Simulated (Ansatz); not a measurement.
Rows from a G0W0 calculation on Bi2Se3 (R-3m) (Ansatz 0.2.0; G0W0 on PBE, plane waves, PAW; PAW set soft_1; 4×4×4 mesh, 1790 empty bands, screening to 100 eV, PAW set soft_1 files), in eV. Spin-orbit coupling is left out.

| row | k | band | start | Σx | Σc at the solution | Vxc |
| --- | --- | --- | --- | --- | --- | --- |
| A | Γ | c2 | 9.367 | -9.903 | -3.401 | -13.274 |
| B | Γ | v2 | 6.743 | -17.007 | 1.789 | -14.764 |
| C | Γ | c1 | 8.130 | -9.651 | -3.058 | -12.619 |
| D | Γ | v1 | 7.685 | -16.330 | 0.628 | -15.296 |

Give the quasiparticle energies and the shift of each level.

The quasiparticle equation reads E = start + Σx + Σc(E) − Vxc.

| row | E (eV) | shift (eV) |
| --- | --- | --- |
| A | 9.336 | −0.030 |
| B | 6.289 | −0.454 |
| C | 8.040 | −0.090 |
| D | 7.279 | −0.406 |

The gap over the computed points goes from 0.45 eV to 0.76 eV.

Limits: not at the basis limit; model gap, bands may invert with spin-orbit coupling; no spin-orbit coupling.

[Runs of the session that timed out or met a known fault of the program may be left out.]

[Cells called generated may have been cut or substituted from an entry of the Crystallography Open Database or the Materials Project.]

[Hosts, paths, dates, database ids (printed as entryN), source tags and the programs' standing remarks are cut or masked in the printed files.]
